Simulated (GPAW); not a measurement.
## ZnSe (Stilleite, F-43m): the Se K absorption edge

How does the Se K edge of ZnSe (Stilleite, F-43m) move when the bonds are compressed or stretched?

Method: X-ray absorption from dipole matrix elements to empty bands, plane-wave PAW PBE, in GPAW 26.7.0.

Report form: the programs' logs are mostly left out.

## Step 1: Starting point

It takes space group F-43m (No. 216, cubic). The conventional cell has a = 5.668 Å, b = 5.668 Å, c = 5.668 Å, α = 90.00°, β = 90.00°, γ = 90.00°. Se has 4 Zn at 2.45 Å nearest. Nearest to Zn lie 4 Se at 2.45 Å. Farther neighbours and most contacts between anions are not listed.

Coordinates:

```cif
data_structure
_symmetry_space_group_name_H-M 'F-43m'
_symmetry_Int_Tables_number 216
_cell_length_a 5.6676
_cell_length_b 5.6676
_cell_length_c 5.6676
_cell_angle_alpha 90.000
_cell_angle_beta 90.000
_cell_angle_gamma 90.000
_cell_volume 182.05
loop_
_atom_site_label
_atom_site_type_symbol
_atom_site_symmetry_multiplicity
_atom_site_Wyckoff_symbol
_atom_site_fract_x
_atom_site_fract_y
_atom_site_fract_z
_atom_site_occupancy
Se1 Se 4 c 0.25000 0.25000 0.25000 1
Zn1 Zn 4 a 0.00000 0.00000 0.00000 1
```

## Step 2: The field without a hole

The ground state comes first: it tells whether the system has a gap, which decides how the excited electron is treated.

scf.py

```python
import numpy as np
from ase import Atoms
from ase.parallel import parprint, paropen
from gpaw import GPAW, PW, FermiDirac, Mixer, MixerDif, setup_paths
from gpaw.test import gen
setup_paths.insert(0, '.')
gen('Se', name='nch1s', xcname='PBE', corehole=(1, 0, 0), write_xml=True)
from gpaw.mpi import world
world.barrier()

atoms = Atoms('SeZn',
    cell=[[0, 2.8338, 2.8338],
     [2.8338, 0, 2.8338],
     [2.8338, 2.8338, 0]],
    scaled_positions=[[0.75, 0.75, 0.75],
     [0, 0, 0]],
    pbc=True)
atoms.calc = calc = GPAW(legacy_gpaw=True, mode=PW(430, force_complex_dtype=True), xc='PBE', setups={0: 'nch1s'},
    kpts={'size': (8, 8, 8), 'gamma': True}, occupations=FermiDirac(0.05),
    charge=0, mixer=Mixer(0.1, 5, 50), maxiter=150,
    convergence={'density': 0.0001, 'eigenstates': 1e-6}, txt='scf.txt')
energy = atoms.get_potential_energy() + calc.get_reference_energy()
ef = calc.get_fermi_level()
out = dict(energy=energy, fermi=ef, forces=atoms.get_forces().tolist())
parprint(f'all-electron energy {energy:.4f} eV, Fermi level {ef:.4f} eV')
ev = np.array([[calc.get_eigenvalues(k, s) for k in range(len(calc.get_ibz_k_points()))] for s in range(calc.get_number_of_spins())])
out['homo'], out['lumo'], out['counts'] = ev[ev < ef].max(), ev[ev > ef].min(), sorted(set((ev < ef).sum((0, 2)).tolist()))
out['filled'] = (ev[:, 0] < ef).sum(1).tolist()
import json
with paropen('out.json', 'w') as f:
    json.dump(out, f)
```

Launch:

```sh
$ OMP_NUM_THREADS=1 mpirun -n 4 gpaw python scf.py
```

Elapsed: 5.2 s, on 4 MPI ranks of Arm Neoverse V1, shared host; peak memory 0.16 GiB; 20 s of CPU time.

The mesh shows a gap of 1.30 eV, so the hole is first treated in a charged cell, without the excited electron.

## Step 3: Supercell without a hole, the energy reference

The photon energy needs a difference of total energies, so the cell and mesh of the coming hole run are first run without a hole.

Changes to scf.py since step 2:

```diff
@@ -10,11 +10,17 @@
 
-atoms = Atoms('SeZn',
-    cell=[[0, 2.8338, 2.8338],
-     [2.8338, 0, 2.8338],
-     [2.8338, 2.8338, 0]],
+atoms = Atoms('Se4Zn4',
+    cell=[[0, 0, 5.6676],
+     [5.6676, 0, 0],
+     [0, 5.6676, 0]],
     scaled_positions=[[0.75, 0.75, 0.75],
-     [0, 0, 0]],
+     [0.75, 0.25, 0.25],
+     [0.25, 0.25, 0.75],
+     [0.25, 0.75, 0.25],
+     [0, 0, 0],
+     [0, 0.5, 0.5],
+     [0.5, 0.5, 0],
+     [0.5, 0, 0.5]],
     pbc=True)
 atoms.calc = calc = GPAW(legacy_gpaw=True, mode=PW(430, force_complex_dtype=True), xc='PBE', setups={0: 'nch1s'},
-    kpts={'size': (8, 8, 8), 'gamma': True}, occupations=FermiDirac(0.05),
+    kpts={'size': (3, 3, 3), 'gamma': True}, occupations=FermiDirac(0.02),
     charge=0, mixer=Mixer(0.1, 5, 50), maxiter=150,
```

It took 12 s on 4 MPI ranks; peak memory 0.2 GiB; 47 s of CPU time.

Reference energy: -459883.703 eV with the cores included.

## Step 4: Spectrum with FCH, Se atom 1

The holes are 5.7 Å apart. In GPAW the data set carries the hole's charge, so charge=0 means a charged cell and charge=-1 a neutral one. The excited electron is left out and a uniform background balances the charge. After the field has converged, empty bands are computed with the density fixed and the dipole matrix elements are summed.

The absorber has 4 Zn at 2.45 Å (tetrahedral, site symmetry -43m).

xas.py

```python
import numpy as np
from ase import Atoms
from ase.parallel import parprint, paropen
from gpaw import GPAW, PW, FermiDirac, Mixer, MixerDif, setup_paths
from gpaw.test import gen
setup_paths.insert(0, '.')
gen('Se', name='fch1s', xcname='PBE', corehole=(1, 0, 1), write_xml=True)
from gpaw.mpi import world
world.barrier()

atoms = Atoms('Se4Zn4',
    cell=[[0, 0, 5.6676],
     [5.6676, 0, 0],
     [0, 5.6676, 0]],
    scaled_positions=[[0.75, 0.75, 0.75],
     [0.75, 0.25, 0.25],
     [0.25, 0.25, 0.75],
     [0.25, 0.75, 0.25],
     [0, 0, 0],
     [0, 0.5, 0.5],
     [0.5, 0.5, 0],
     [0.5, 0, 0.5]],
    pbc=True)
atoms.calc = calc = GPAW(legacy_gpaw=True, mode=PW(430, force_complex_dtype=True), xc='PBE', setups={0: 'fch1s'},
    kpts={'size': (3, 3, 3), 'gamma': True}, occupations=FermiDirac(0.02),
    charge=0, mixer=Mixer(0.1, 5, 50), maxiter=150,
    convergence={'density': 0.0001, 'eigenstates': 1e-6}, txt='scf.txt')
energy = atoms.get_potential_energy() + calc.get_reference_energy()
ef = calc.get_fermi_level()
out = dict(energy=energy, fermi=ef, forces=atoms.get_forces().tolist())
parprint(f'all-electron energy {energy:.4f} eV, Fermi level {ef:.4f} eV')
ev = np.array([[calc.get_eigenvalues(k, s) for k in range(len(calc.get_ibz_k_points()))] for s in range(calc.get_number_of_spins())])
out['homo'], out['lumo'], out['counts'] = ev[ev < ef].max(), ev[ev > ef].min(), sorted(set((ev < ef).sum((0, 2)).tolist()))
out['filled'] = (ev[:, 0] < ef).sum(1).tolist()

from ase.units import Ha
from gpaw.xas import dipole_matrix_elements
nb = int(calc.get_number_of_electrons() / 2) + 111
top, nb = nb, nb + 8 + nb // 12
nscf = calc.fixed_density(kpts={'size': (4, 4, 4), 'gamma': True}, nbands=nb,
    convergence={'bands': top, 'eigenstates': 5e-3}, maxiter=60, txt='nscf.txt')
cell = atoms.cell.array
ops = [cell.T @ U.T @ np.linalg.inv(cell.T) for U in nscf.wfs.kd.symmetry.op_scc]
filled = [36]  # bands filled in the ground state, by spin
E = np.arange(-6, 34, 0.1)
fwhm = np.interp(E, [4, 25], [2.33, 3.5])
Y, X, zero, highest = 0, 0, 1e9, 1e9
for spin in range(nscf.get_number_of_spins()):
    wfs = nscf.wfs
    mine = wfs.bd.get_slice()  # this rank's bands
    A = dipole_matrix_elements(wfs.setups[0])
    eps = np.zeros((wfs.kd.nibzkpts, nb))
    d = np.zeros((3, A.shape[1], wfs.kd.nibzkpts, nb), complex)
    for kpt in wfs.kpt_u:
        if kpt.s == spin and 0 in kpt.P_ani:
            eps[kpt.k, mine] = kpt.eps_n * Ha
            d[:, :, kpt.k, mine] = (kpt.weight * wfs.nspins / 2) ** 0.5 * np.inner(A, kpt.P_ani[0])
    world.sum(eps)
    world.sum(d)
    T = np.einsum('amkn,bmkn->abkn', d, d.conj()).real
    T = sum(np.einsum('ai,ijkn,bj->abkn', R, T, R) for R in ops) / len(ops)
    empty = np.ones_like(eps, bool) & (np.arange(nb) >= filled[spin])
    zero, highest = min(zero, eps[empty].min()), min(highest, eps[:, top - 1].min())
    lines = [(eps, T, empty)] if spin == 0 else lines + [(eps, T, empty)]
for eps, T, empty in lines:
    f = np.einsum('aakn->akn', T).reshape(3, -1)
    x = eps.ravel() - zero
    w = np.interp(x, E, fwhm) / 2.35482
    g = np.exp(-0.5 * ((E[:, None] - x) / w) ** 2) / (w * (2 * np.pi) ** 0.5)
    Y = Y + (f * empty.ravel()) @ g.T
    X = X + (f * ~empty.ravel()) @ g.T
out.update(E=E.round(2).tolist(), xas=Y.tolist(), xes=X.tolist(), zero=zero, valid=highest - zero, nk=len(eps), nb=nb)
for i in range(0, len(E), 10):
    parprint(f'{E[i]:7.2f}', *(f'{v:10.3e}' for v in Y[:, i]))
import json
with paropen('out.json', 'w') as f:
    json.dump(out, f)
```

Launch:

```sh
$ OMP_NUM_THREADS=1 mpirun -n 4 gpaw python xas.py
```

Elapsed: 55 s, on 4 MPI ranks; peak memory 0.29 GiB.

The Se K spectrum, Se atom 1, full core hole (charged cell) (energy from the lowest empty level; intensity scaled to a mean of 1 over the first 20 eV):

| E (eV) | intensity |
| --- | --- |
| -2.0 | 0.00 |
| -1.4 | 0.00 |
| -0.8 | 0.02 |
| -0.2 | 0.06 |
| 0.4 | 0.19 |
| 1.0 | 0.43 |
| 1.6 | 0.77 |
| 2.2 | 1.11 |
| 2.8 | 1.33 |
| 3.4 | 1.39 |
| 4.0 | 1.39 |
| 4.6 | 1.38 |
| 5.2 | 1.38 |
| 5.8 | 1.39 |
| 6.4 | 1.43 |
| 7.0 | 1.46 |
| 7.6 | 1.46 |
| 8.2 | 1.36 |
| 8.8 | 1.18 |
| 9.4 | 0.99 |
| 10.0 | 0.81 |
| 10.6 | 0.68 |
| 11.2 | 0.61 |
| 11.8 | 0.60 |
| 12.4 | 0.67 |
| 13.0 | 0.77 |
| 13.6 | 0.87 |
| 14.2 | 0.94 |
| 14.8 | 0.98 |
| 15.4 | 0.98 |
| 16.0 | 0.97 |
| 16.6 | 0.97 |
| 17.2 | 0.97 |
| 17.8 | 0.96 |
| 18.4 | 0.92 |
| 19.0 | 0.86 |
| 19.6 | 0.82 |
| 20.2 | 0.81 |
| 20.8 | 0.84 |
| 21.4 | 0.90 |
| 22.0 | 0.95 |
| 22.6 | 0.97 |
| 23.2 | 0.95 |
| 23.8 | 0.91 |
| 24.4 | 0.90 |
| 25.0 | 0.92 |
| 25.6 | 0.99 |
| 26.2 | 1.06 |
| 26.8 | 1.10 |
| 27.4 | 1.08 |
| 28.0 | 1.00 |
| 28.6 | 0.90 |
| 29.2 | 0.82 |
| 29.8 | 0.78 |
| 30.4 | 0.79 |
| 31.0 | 0.84 |
| 31.6 | 0.91 |

Main maxima below 30 eV (height): 7.2 eV (1.47), 15.2 eV (0.98), 22.6 eV (0.97) and 26.8 eV (1.10). A K edge sees empty p states on the absorber.

The energy difference (zero at 12693 eV) isn't read as a photon energy: for so heavy an absorber the terms left out (the hole's spin, the functional's error) amount to tens of eV or more.

## Step 5: Reference energy of the supercell

The cell changes for the next run, so it gets a reference energy of its own.

The cell differs from the one that the last finished run ended in (a 5.668 → 5.552 Å, b 5.668 → 5.552 Å, c 5.668 → 5.552 Å).

Changes to scf.py since step 3:

```diff
@@ -11,5 +11,5 @@
 atoms = Atoms('Se4Zn4',
-    cell=[[0, 0, 5.6676],
-     [5.6676, 0, 0],
-     [0, 5.6676, 0]],
+    cell=[[0, 0, 5.55190223],
+     [5.55190223, 0, 0],
+     [0, 5.55190223, 0]],
     scaled_positions=[[0.75, 0.75, 0.75],
```

Launch:

```sh
$ OMP_NUM_THREADS=1 mpirun -n 4 gpaw python scf.py
```

It took 11 s on 4 MPI ranks; peak memory 0.19 GiB.

Reference energy: -459883.404 eV with the cores included.

## Step 6: Spectrum with FCH, Se atom 1

Shorter bonds are expected to push antibonding states and scattering resonances up, and longer ones down; the cell is scaled to test that.

Changed against the first core-hole run: volume scale from 1 to 0.94.

Changes to xas.py since step 4:

```diff
@@ -11,5 +11,5 @@
 atoms = Atoms('Se4Zn4',
-    cell=[[0, 0, 5.6676],
-     [5.6676, 0, 0],
-     [0, 5.6676, 0]],
+    cell=[[0, 0, 5.55190223],
+     [5.55190223, 0, 0],
+     [0, 5.55190223, 0]],
     scaled_positions=[[0.75, 0.75, 0.75],
@@ -37,3 +37,3 @@
 from gpaw.xas import dipole_matrix_elements
-nb = int(calc.get_number_of_electrons() / 2) + 111
+nb = int(calc.get_number_of_electrons() / 2) + 105
 top, nb = nb, nb + 8 + nb // 12
```

Launch:

```sh
$ OMP_NUM_THREADS=1 mpirun -n 4 gpaw python xas.py
```

Wall time 53 s (4 MPI ranks); peak memory 0.28 GiB; 3.5 min of CPU time.

| E (eV) | first run | this run |
| --- | --- | --- |
| -2.0 | 0.00 | 0.00 |
| -1.0 | 0.01 | 0.01 |
| 0.0 | 0.10 | 0.10 |
| 1.0 | 0.43 | 0.44 |
| 2.0 | 1.00 | 0.99 |
| 3.0 | 1.36 | 1.33 |
| 4.0 | 1.39 | 1.41 |
| 5.0 | 1.38 | 1.40 |
| 6.0 | 1.40 | 1.38 |
| 7.0 | 1.46 | 1.45 |
| 8.0 | 1.40 | 1.40 |
| 9.0 | 1.12 | 1.13 |
| 10.0 | 0.81 | 0.84 |
| 11.0 | 0.62 | 0.66 |
| 12.0 | 0.62 | 0.62 |
| 13.0 | 0.77 | 0.73 |
| 14.0 | 0.93 | 0.90 |
| 15.0 | 0.98 | 0.97 |
| 16.0 | 0.97 | 0.96 |
| 17.0 | 0.97 | 0.96 |
| 18.0 | 0.95 | 0.95 |
| 19.0 | 0.86 | 0.89 |
| 20.0 | 0.81 | 0.79 |
| 21.0 | 0.86 | 0.79 |
| 22.0 | 0.95 | 0.88 |
| 23.0 | 0.96 | 0.94 |
| 24.0 | 0.90 | 0.91 |
| 25.0 | 0.92 | 0.86 |
| 26.0 | 1.04 | 0.94 |
| 27.0 | 1.10 | 1.09 |
| 28.0 | 1.00 | 1.11 |
| 29.0 | 0.84 | 0.97 |
| 30.0 | 0.78 | 0.80 |
| 31.0 | 0.84 | 0.76 |
| 32.0 | 0.95 | 0.83 |

The scaled spectrum changes by 5 % r.m.s. The highest intensity below 24 eV goes from 7.2 eV (1.47) to 7.4 eV (1.46).

The photon energy of the zero moves by +0.36 eV.

## Step 7: Supercell without a hole, the energy reference

The cell differs from the one that the last finished run ended in (a 5.552 → 5.610 Å, b 5.552 → 5.610 Å, c 5.552 → 5.610 Å).

Changes to scf.py since step 5:

```diff
@@ -11,5 +11,5 @@
 atoms = Atoms('Se4Zn4',
-    cell=[[0, 0, 5.55190223],
-     [5.55190223, 0, 0],
-     [0, 5.55190223, 0]],
+    cell=[[0, 0, 5.6103476],
+     [5.6103476, 0, 0],
+     [0, 5.6103476, 0]],
     scaled_positions=[[0.75, 0.75, 0.75],
```

Launch:

```sh
$ OMP_NUM_THREADS=1 mpirun -n 4 gpaw python scf.py
```

The job ended after 11 s (4 MPI ranks; peak memory 0.19 GiB).

Reference energy: -459883.594 eV with the cores included.

## Step 8: Spectrum with FCH, Se atom 1

Changed against the first core-hole run: volume scale from 1 to 0.97.

Changes to xas.py since step 6:

```diff
@@ -11,5 +11,5 @@
 atoms = Atoms('Se4Zn4',
-    cell=[[0, 0, 5.55190223],
-     [5.55190223, 0, 0],
-     [0, 5.55190223, 0]],
+    cell=[[0, 0, 5.6103476],
+     [5.6103476, 0, 0],
+     [0, 5.6103476, 0]],
     scaled_positions=[[0.75, 0.75, 0.75],
@@ -37,3 +37,3 @@
 from gpaw.xas import dipole_matrix_elements
-nb = int(calc.get_number_of_electrons() / 2) + 105
+nb = int(calc.get_number_of_electrons() / 2) + 108
 top, nb = nb, nb + 8 + nb // 12
```

Launch:

```sh
$ OMP_NUM_THREADS=1 mpirun -n 4 gpaw python xas.py
```

It took 54 s on 4 MPI ranks; peak memory 0.28 GiB; 3.6 min of CPU time.

| E (eV) | first run | this run |
| --- | --- | --- |
| -2.0 | 0.00 | 0.00 |
| -1.0 | 0.01 | 0.01 |
| 0.0 | 0.10 | 0.10 |
| 1.0 | 0.43 | 0.44 |
| 2.0 | 1.00 | 1.00 |
| 3.0 | 1.36 | 1.35 |
| 4.0 | 1.39 | 1.40 |
| 5.0 | 1.38 | 1.39 |
| 6.0 | 1.40 | 1.39 |
| 7.0 | 1.46 | 1.46 |
| 8.0 | 1.40 | 1.40 |
| 9.0 | 1.12 | 1.12 |
| 10.0 | 0.81 | 0.83 |
| 11.0 | 0.62 | 0.64 |
| 12.0 | 0.62 | 0.62 |
| 13.0 | 0.77 | 0.75 |
| 14.0 | 0.93 | 0.91 |
| 15.0 | 0.98 | 0.98 |
| 16.0 | 0.97 | 0.97 |
| 17.0 | 0.97 | 0.97 |
| 18.0 | 0.95 | 0.95 |
| 19.0 | 0.86 | 0.87 |
| 20.0 | 0.81 | 0.80 |
| 21.0 | 0.86 | 0.82 |
| 22.0 | 0.95 | 0.92 |
| 23.0 | 0.96 | 0.95 |
| 24.0 | 0.90 | 0.90 |
| 25.0 | 0.92 | 0.89 |
| 26.0 | 1.04 | 1.00 |
| 27.0 | 1.10 | 1.11 |
| 28.0 | 1.00 | 1.06 |
| 29.0 | 0.84 | 0.89 |
| 30.0 | 0.78 | 0.77 |
| 31.0 | 0.84 | 0.79 |
| 32.0 | 0.95 | 0.89 |

The scaled spectrum changes by 2 % r.m.s. The highest intensity below 24 eV stays at 7.2 eV.

The photon energy of the zero moves by +0.17 eV.

## Step 9: Supercell without a hole, the energy reference

The cell differs from the one that the last finished run ended in (a 5.610 → 5.724 Å, b 5.610 → 5.724 Å, c 5.610 → 5.724 Å).

Changes to scf.py since step 7:

```diff
@@ -11,5 +11,5 @@
 atoms = Atoms('Se4Zn4',
-    cell=[[0, 0, 5.6103476],
-     [5.6103476, 0, 0],
-     [0, 5.6103476, 0]],
+    cell=[[0, 0, 5.7237185],
+     [5.7237185, 0, 0],
+     [0, 5.7237185, 0]],
     scaled_positions=[[0.75, 0.75, 0.75],
```

Launch:

```sh
$ OMP_NUM_THREADS=1 mpirun -n 4 gpaw python scf.py
```

The job ended after 11 s (4 MPI ranks; peak memory 0.2 GiB; 44 s of CPU time).

Reference energy: -459883.740 eV with the cores included.

## Step 10: Spectrum with FCH, Se atom 1

Changed against the first core-hole run: volume scale from 1 to 1.03.

Changes to xas.py since step 8:

```diff
@@ -11,5 +11,5 @@
 atoms = Atoms('Se4Zn4',
-    cell=[[0, 0, 5.6103476],
-     [5.6103476, 0, 0],
-     [0, 5.6103476, 0]],
+    cell=[[0, 0, 5.7237185],
+     [5.7237185, 0, 0],
+     [0, 5.7237185, 0]],
     scaled_positions=[[0.75, 0.75, 0.75],
@@ -37,3 +37,3 @@
 from gpaw.xas import dipole_matrix_elements
-nb = int(calc.get_number_of_electrons() / 2) + 108
+nb = int(calc.get_number_of_electrons() / 2) + 114
 top, nb = nb, nb + 8 + nb // 12
```

Launch:

```sh
$ OMP_NUM_THREADS=1 mpirun -n 4 gpaw python xas.py
```

It took 59 s on 4 MPI ranks; peak memory 0.29 GiB; 3.9 min of CPU time.

| E (eV) | first run | this run |
| --- | --- | --- |
| -2.0 | 0.00 | 0.00 |
| -1.0 | 0.01 | 0.01 |
| 0.0 | 0.10 | 0.09 |
| 1.0 | 0.43 | 0.42 |
| 2.0 | 1.00 | 1.01 |
| 3.0 | 1.36 | 1.38 |
| 4.0 | 1.39 | 1.37 |
| 5.0 | 1.38 | 1.36 |
| 6.0 | 1.40 | 1.41 |
| 7.0 | 1.46 | 1.47 |
| 8.0 | 1.40 | 1.40 |
| 9.0 | 1.12 | 1.11 |
| 10.0 | 0.81 | 0.79 |
| 11.0 | 0.62 | 0.61 |
| 12.0 | 0.62 | 0.62 |
| 13.0 | 0.77 | 0.79 |
| 14.0 | 0.93 | 0.94 |
| 15.0 | 0.98 | 0.98 |
| 16.0 | 0.97 | 0.98 |
| 17.0 | 0.97 | 0.98 |
| 18.0 | 0.95 | 0.94 |
| 19.0 | 0.86 | 0.86 |
| 20.0 | 0.81 | 0.82 |
| 21.0 | 0.86 | 0.90 |
| 22.0 | 0.95 | 0.97 |
| 23.0 | 0.96 | 0.96 |
| 24.0 | 0.90 | 0.91 |
| 25.0 | 0.92 | 0.96 |
| 26.0 | 1.04 | 1.07 |
| 27.0 | 1.10 | 1.07 |
| 28.0 | 1.00 | 0.94 |
| 29.0 | 0.84 | 0.81 |
| 30.0 | 0.78 | 0.81 |
| 31.0 | 0.84 | 0.90 |
| 32.0 | 0.95 | 0.99 |

Against the first run the r.m.s. difference is 2 %. The highest intensity below 24 eV stays at 7.2 eV.

The photon energy of the zero moves by -0.17 eV.

## Step 11: Reference energy of the supercell

The cell differs from the one that the last finished run ended in (a 5.724 → 5.779 Å, b 5.724 → 5.779 Å, c 5.724 → 5.779 Å).

Changes to scf.py since step 9:

```diff
@@ -11,5 +11,5 @@
 atoms = Atoms('Se4Zn4',
-    cell=[[0, 0, 5.7237185],
-     [5.7237185, 0, 0],
-     [0, 5.7237185, 0]],
+    cell=[[0, 0, 5.77875763],
+     [5.77875763, 0, 0],
+     [0, 5.77875763, 0]],
     scaled_positions=[[0.75, 0.75, 0.75],
```

Launch:

```sh
$ OMP_NUM_THREADS=1 mpirun -n 4 gpaw python scf.py
```

It took 12 s on 4 MPI ranks; peak memory 0.2 GiB; 49 s of CPU time.

Reference energy: -459883.725 eV with the cores included.

(Continued in part 2 of 2.)

[Logs are printed without paths, hosts, clocks, repeated set-up lines and the standing remarks that a program may print on its own settings, such as how far it seeks lower states.]

[Hosts, paths, dates, database ids (printed as entryN), source tags and the programs' standing remarks are cut or masked in the printed files.]

[Lists of maxima count a maximum above −3 eV only where it reaches 4 % of the highest in the window and stands out from its surroundings by 2 % of it (1.5 % where it reaches 55 %); shoulders and weaker maxima are passed over, and of the rest the first, up to two pre-edge ones and the few strongest are named.]
